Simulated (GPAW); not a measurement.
# NbSi2As4 monolayer: work function by functional and basis, part 2 of 2

Aim: the work function of both faces of NbSi2As4 monolayer, and its spread over functionals and bases.

GPAW 26.7.0; GPAW, PAW setups; layer in a repeated cell with vacuum, relaxation of atoms and in-plane cell (the session's first sound run).

So far, upper work function (eV): step 3 (plane waves, PBE) 5.01; step 4 (LDA) 5.27; step 5 (RPBE) 4.89; step 6 (GPAW, PAW setups) 5.21.

## Step 7: Self-consistent run: xc = "revPBE"

Level of this step: GPAW, PAW setups; slab in vacuum (GPAW).

The same geometry under revPBE, to see how far the functional moves the levels against the vacuum.

Contents of run.py:

```python
import json
import numpy as np
from ase import Atoms
from gpaw import GPAW, PW

slab = Atoms(
    ['As', 'Si', 'As', 'Nb', 'As', 'Si', 'As'],
    positions=[
        [0.00000, 0.00000, 8.00000],
        [-0.00000, 2.12493, 9.09961],
        [-0.00000, 2.12493, 11.47725],
        [0.00000, 0.00000, 13.01694],
        [-0.00000, 2.12493, 14.55662],
        [-0.00000, 2.12493, 16.93426],
        [0.00000, -0.00000, 18.03387]],
    cell=[[3.6805, -0.0, 0.0], [-1.84025, 3.1874, 0.0], [0.0, 0.0, 26.0339]],
    pbc=[True, True, False],
    magmoms=[0.0, 0.0, 0.0, 1.0, 0.0, 0.0, 0.0])

slab.calc = GPAW(mode=PW(400), xc='revPBE', kpts={'size': (9, 9, 1), 'gamma': True},
                 occupations={'name': 'fermi-dirac', 'width': 0.05}, nbands='200%',
                 convergence={'density': 1e-05}, maxiter=200,
                 poissonsolver={'dipolelayer': 'xy'},
                 symmetry={'tolerance': 1e-3}, txt='slab.txt')
result = {}
energy = slab.get_potential_energy()
fermi = slab.calc.get_fermi_level()
v = slab.calc.get_electrostatic_potential().mean((0, 1)) - fermi
n = slab.calc.get_pseudo_density().mean((0, 1))
L = slab.cell[2, 2]
z = np.arange(len(v)) * L / len(v)
low, high = slab.positions[:, 2].min(), slab.positions[:, 2].max()
below, above = np.interp([low - 5.8, high + 5.8], z, v)
slopes = [np.interp(x, z, np.gradient(v, z)) for x in (low - 5.8, high + 5.8)]
eps = np.array([[slab.calc.get_eigenvalues(k, s) for k in range(len(slab.calc.get_ibz_k_points()))]
                for s in range(slab.calc.get_number_of_spins())]) - fermi
top, bottom = eps[eps < 0].max(), eps[eps > 0].min()
dipole = slab.get_dipole_moment()[2]
print(f'energy {energy:.4f} eV, Fermi level {fermi:.4f} eV, dipole {dipole:.5f} e A')
print(f'potential 5.8 A off the faces, from the Fermi level: lower {below:.4f} eV, upper {above:.4f} eV')
print(f'slope of the potential there: lower {slopes[0]:.5f}, upper {slopes[1]:.5f} eV/A')
print(f'nearest levels on the mesh: {top:.4f} and {bottom:.4f} eV')
print('magnetic moment', round(slab.get_magnetic_moment(), 3))
result.update(energy=energy, fermi=fermi, dipole=dipole, below=below, above=above, slopes=slopes, edges=[top, bottom],
              z=z.tolist(), v=v.tolist(), n=n.tolist(), positions=slab.positions.tolist(),
              forces=slab.get_forces(apply_constraint=False).tolist(), moments=slab.get_magnetic_moments().tolist())
json.dump(result, open('result.json', 'w'))
```

On the command line:

```console
$ OMP_NUM_THREADS=1 OPENBLAS_NUM_THREADS=1 python run.py
```

The log of the run:

```text
energy -38.8802 eV, Fermi level 0.5447 eV, dipole -0.00074 e A
potential 5.8 A off the faces, from the Fermi level: lower 4.8910 eV, upper 4.9003 eV
slope of the potential there: lower -0.00007, upper 0.00006 eV/A
nearest levels on the mesh: -0.0251 and 0.0156 eV
magnetic moment 0.232
```

The job ended after 3.7 min (1 thread of Arm Neoverse V1, shared host; peak memory 0.35 GiB).

Numbers from this step:

```yaml
levels_nearest_the_fermi_level_on_the_mesh: -0.02511, 0.01562 eV from the Fermi level
upper_work_function: 4.900 eV
lower_work_function: 4.891 eV
site_moments: 0.001103, 0.003402, -0.002031, 0.1371, -0.002031, 0.003402, 0.001103 μB
sum_of_the_site_moments: 0.1420 μB
```

The upper face's work function is 4.900 eV, against 5.005 eV in the first plane-wave PBE run at this geometry.

## Step 8: Self-consistent run: xc = "vdW-DF2"

The same geometry under vdW-DF2, to see how far the functional moves the levels against the vacuum (the van der Waals functionals take revPBE setups).

Changes to run.py since step 7:

```diff
@@ -19,3 +19,3 @@
 
-slab.calc = GPAW(mode=PW(400), xc='revPBE', kpts={'size': (9, 9, 1), 'gamma': True},
+slab.calc = GPAW(mode=PW(400), xc='vdW-DF2', kpts={'size': (9, 9, 1), 'gamma': True},
                  occupations={'name': 'fermi-dirac', 'width': 0.05}, nbands='200%',
```

The log of the run:

```text
energy -424.0673 eV, Fermi level 0.3644 eV, dipole -0.00075 e A
potential 5.8 A off the faces, from the Fermi level: lower 5.2966 eV, upper 5.3059 eV
slope of the potential there: lower -0.00046, upper 0.00046 eV/A
nearest levels on the mesh: -0.0029 and 0.0737 eV
magnetic moment 0.253
```

Run time: 4.5 min. Hardware: 1 thread; peak memory 0.56 GiB.

This step gave:

```
dipole along the normal                    : -7.45e-4 e·Å
levels nearest the Fermi level on the mesh : -0.002853, 0.07371 eV from the Fermi level
upper work function                        : 5.306 eV
lower work function                        : 5.297 eV
site moments                               : 0.001357, 0.003703, -0.002444, 0.1512, -0.002444, 0.003703, 0.001357 μB
sum of the site moments                    : 0.1564 μB
```

The upper face's work function is 5.306 eV, against 5.005 eV in the first plane-wave PBE run at this geometry.

## Step 9: Real-space grid: mode = "fd"

A real-space grid is a second complete basis, so it checks the plane-wave result.

Changes to run.py since step 8:

```diff
@@ -3,3 +3,3 @@
 from ase import Atoms
-from gpaw import GPAW, PW
+from gpaw import GPAW
 
@@ -19,3 +19,3 @@
 
-slab.calc = GPAW(mode=PW(400), xc='vdW-DF2', kpts={'size': (9, 9, 1), 'gamma': True},
+slab.calc = GPAW(mode='fd', h=0.18, xc='PBE', kpts={'size': (9, 9, 1), 'gamma': True},
                  occupations={'name': 'fermi-dirac', 'width': 0.05}, nbands='200%',
```

The log of the run:

```text
energy -40.9485 eV, Fermi level -5.0019 eV, dipole -0.00059 e A
potential 5.8 A off the faces, from the Fermi level: lower 4.9973 eV, upper 5.0065 eV
slope of the potential there: lower -0.00001, upper 0.00001 eV/A
nearest levels on the mesh: -0.0272 and 0.0361 eV
magnetic moment -0.0
```

Run time: 9.1 min. Hardware: 1 thread; peak memory 0.98 GiB.

This step gave:

```
dipole along the normal                    : -5.92e-4 e·Å
levels nearest the Fermi level on the mesh : -0.02721, 0.03606 eV from the Fermi level
upper work function                        : 5.007 eV
lower work function                        : 4.997 eV
sum of the site moments                    : 0 μB
```

The upper face's work function is 5.007 eV, against 5.005 eV in the first plane-wave PBE run at this geometry.

## Step 10: Atomic orbitals: mode = "lcao"

Atom-centred orbitals end a few angstrom from the surface, which tests how much the density's tail matters.

Changes to run.py since step 9:

```diff
@@ -19,4 +19,4 @@
 
-slab.calc = GPAW(mode='fd', h=0.18, xc='PBE', kpts={'size': (9, 9, 1), 'gamma': True},
-                 occupations={'name': 'fermi-dirac', 'width': 0.05}, nbands='200%',
+slab.calc = GPAW(mode='lcao', basis='dzp', h=0.18, xc='PBE', kpts={'size': (9, 9, 1), 'gamma': True},
+                 occupations={'name': 'fermi-dirac', 'width': 0.05}, nbands='120%',
                  convergence={'density': 1e-05}, maxiter=200,
```

The log of the run:

```text
energy -39.8402 eV, Fermi level -4.7928 eV, dipole -0.00059 e A
potential 5.8 A off the faces, from the Fermi level: lower 4.7881 eV, upper 4.7974 eV
slope of the potential there: lower 0.00000, upper 0.00000 eV/A
nearest levels on the mesh: -0.0226 and 0.0322 eV
magnetic moment 0.001
```

The job ended after 6.1 min (1 thread; peak memory 0.37 GiB).

This step gave:

```yaml
dipole_along_the_normal: -5.93e-4 e·Å
levels_nearest_the_fermi_level_on_the_mesh: -0.02256, 0.03217 eV from the Fermi level
upper_work_function: 4.797 eV
lower_work_function: 4.788 eV
```

The electrostatic potential energy of an electron (without an applied field's), less the Fermi level, planar mean by z:

z (Å), electrostatic potential energy of an electron (without an applied field's), less the Fermi level, planar mean (eV) and a bar from the least value:
```
      0.0        4.8 ##############################
      0.5        4.8 ##############################
      1.0        4.8 ##############################
      1.5        4.8 ##############################
      2.0        4.8 ##############################
      2.5        4.8 ##############################
      3.0        4.8 ##############################
      3.5        4.8 ##############################
      4.0        4.8 ##############################
      4.5        4.8 ##############################
      5.0        4.8 ##############################
      5.5        4.8 ##############################
      6.0        4.7 ##############################
      6.5        4.3 #############################
      7.0        2.4 ###########################
      7.5       -4.3 #################
      8.0      -14.0 ###
      8.5       -9.9 #########
      9.0      -11.1 #######
      9.5       -5.5 ###############
     10.0        1.1 #########################
     10.5        1.8 ##########################
     11.0       -4.3 #################
     11.5      -12.2 ######
     12.0       -6.0 ###############
     12.5       -8.3 ###########
     13.0      -16.2 
     13.5       -8.9 ##########
     14.0       -5.6 ###############
     14.5      -12.1 ######
     15.0       -4.9 ################
     15.5        1.6 #########################
     16.0        1.3 #########################
     16.5       -4.9 ################
     17.0      -11.1 #######
     17.5       -9.8 #########
     18.0      -14.1 ###
     18.5       -5.1 ################
     19.0        2.2 ##########################
     19.5        4.3 #############################
     20.0        4.7 ##############################
     20.5        4.8 ##############################
     21.0        4.8 ##############################
     21.5        4.8 ##############################
     22.0        4.8 ##############################
     22.5        4.8 ##############################
     23.0        4.8 ##############################
     23.5        4.8 ##############################
     24.0        4.8 ##############################
     24.5        4.8 ##############################
     25.0        4.8 ##############################
     25.5        4.8 ##############################
```

The upper face's work function is 4.797 eV, against 5.005 eV in the first plane-wave PBE run at this geometry.

## Step 11: All levels side by side

Times are for 1 thread of Arm Neoverse V1, shared host. The runs compared:

```csv
no.,run,upper work function (eV),lower work function (eV),time,memory (GiB)
1,pw,5.005,4.996,4 min,0.35
2,LDA,5.268,5.259,2.6 min,0.33
3,RPBE,4.892,4.883,3.4 min,0.35
4,optPBE vdW,5.207,5.198,3.9 min,0.56
5,revPBE,4.900,4.891,3.7 min,0.35
6,vdW DF2,5.306,5.297,4.5 min,0.56
7,fd,5.007,4.997,9.1 min,0.98
8,lcao,4.797,4.788,6.1 min,0.37
```

## Step 12: Side by side

Results and costs are gathered.

This step: comparison of work functions, dipole and cost (GPAW 26.7.0).

Ladder, by row:

```csv
step,code,"work function, upper (eV)","work function, lower (eV)",dipole (e Å),wall time (s),peak memory (GiB),threads
pw,GPAW,5.005,4.996,-7.45e-4,240.1,0.35,1
LDA,GPAW,5.268,5.259,-7.52e-4,156.6,0.33,1
RPBE,GPAW,4.892,4.883,-7.43e-4,203.7,0.35,1
optPBE-vdW,GPAW,5.207,5.198,-7.44e-4,236,0.56,1
revPBE,GPAW,4.9,4.891,-7.44e-4,220.5,0.35,1
vdW-DF2,GPAW,5.306,5.297,-7.45e-4,272.4,0.56,1
fd,GPAW,5.007,4.997,-5.92e-4,544.1,0.98,1
lcao,GPAW,4.797,4.788,-5.93e-4,367.2,0.37,1
```

## Step 13: A changed run

One more run, with changed settings.

This step: GPAW, PAW setups; slab in vacuum (GPAW 26.7.0).

Changes to run.py since step 10:

```diff
@@ -3,3 +3,4 @@
 from ase import Atoms
-from gpaw import GPAW
+from gpaw import GPAW, PW
+from gpaw.external import ConstantElectricField
 
@@ -19,6 +20,7 @@
 
-slab.calc = GPAW(mode='lcao', basis='dzp', h=0.18, xc='PBE', kpts={'size': (9, 9, 1), 'gamma': True},
-                 occupations={'name': 'fermi-dirac', 'width': 0.05}, nbands='120%',
-                 convergence={'density': 1e-05}, maxiter=200,
+slab.calc = GPAW(mode=PW(400), xc='PBE', kpts={'size': (9, 9, 1), 'gamma': True},
+                 occupations={'name': 'fermi-dirac', 'width': 0.05}, nbands='200%',
+                 convergence={'density': 1e-05}, maxiter=100,
                  poissonsolver={'dipolelayer': 'xy'},
+                 external=ConstantElectricField(1.5, [0, 0, 1]),
                  symmetry={'tolerance': 1e-3}, txt='slab.txt')
```

The log of the run:

```text
energy -41.8927 eV, Fermi level -0.2563 eV, dipole 1.41458 e A
potential 5.8 A off the faces, from the Fermi level: lower 17.4478 eV, upper -3.9111 eV
slope of the potential there: lower -0.51252, upper 0.01523 eV/A
nearest levels on the mesh: -0.0139 and 0.0538 eV
magnetic moment 0.0
```

Elapsed: 30 min, on 1 thread; peak memory 0.64 GiB.

The run finished. A setting was moved off its sound value on purpose, so it serves as a test and not as the result.

The fault put into the input: a field far too strong (field = 1.5).

The two runs compared:

```csv
quantity,this run,sound run,difference
dipole along the normal (e·Å),1.4146,-7.454e-4,1.42
sum of the site moments (μB),1.007e-5,1.265e-4,-1.2e-4
```

The two runs differ clearly in the dipole along the normal: 1.41 e·Å against -7.5e-4 e·Å.

## Step 14: What came out

```
work function, upper and lower face : 5.005 and 4.996 eV
dipole along the normal             : -7.5e-4 e Å
```

**Reading.** With plane waves and PBE the work function is 5.01 eV on the upper face and 5.00 eV on the lower. Over the sound runs of the table the upper face's work function spans 4.797 (lcao) to 5.306 eV (vdW-DF2). Atomic orbitals miss the plane-wave value by -0.21 eV, since they describe the tail of the density in the vacuum poorly. The small printed dipole stands for a step of 11 meV from the lower to the upper face, and the probes find 9.3 meV; values this small are near the numerical noise of both. One magnetic start was tried; another order may lie lower. The layer's cell and atoms come from the relaxation; spin-orbit coupling and temperature are left out.

[Logs are printed without paths, hosts, clocks, repeated set-up lines and the standing remarks that a program may print on its own settings, such as how far it seeks lower states.]

[Hosts, paths, dates, database ids (printed as entryN), source tags and the programs' standing remarks are cut or masked in the printed files.]
